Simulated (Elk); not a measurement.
An input for Elk 11.2.3 (patched build) (InP (F-43m)):

```
tasks
  180

xctype
  20

rgkmax
  8.5

gmaxvr
  18.0

lmaxapw
  10

lmaxo
  8

nxlo
  2

lorbcnd
  .true.

autolinengy
  .true.

tshift
  .false.

ngridk
  6 6 6

vkloff
  0.05 0.15 0.25

nempty
  10

swidth
  0.00551

scissor
  0.03665

gmaxrf
  2.5

wplot
  213 100 0
  0.0 0.3927

optcomp
  1 1
  2 2
  3 3

sppath
  './'

avec
  -0.0000000000 5.5451178538 5.5451178538
  5.5451178538 -0.0000000000 5.5451178538
  5.5451178538 5.5451178538 -0.0000000000

atoms
  2
  'In.in'
  1
  0.0000000000 0.0000000000 0.0000000000
  'P.in'
  1
  0.2500000000 0.2500000000 0.2500000000
```

```sh
OMP_NUM_THREADS=8 elk > log
```

**Question.** How long will it take on 8 threads of Arm Neoverse V2, shared host, and how much memory?

It took 5.3 min; on shared hardware allow 2.7 min to 11 min. Peak host memory was 0.18 GiB.

[Paths, hosts, dates, memory and timing lines, banners, echoed tables and standing remarks are left out of the program output.]

[Logs are printed without paths, hosts, clocks, repeated set-up lines and the standing remarks that a program may print on its own settings, such as how far it seeks lower states.]

[Runs of the session that timed out or met a known fault of the program may be left out.]

[Hosts, paths, dates, database ids (printed as entryN), source tags and the programs' standing remarks are cut or masked in the printed files.]
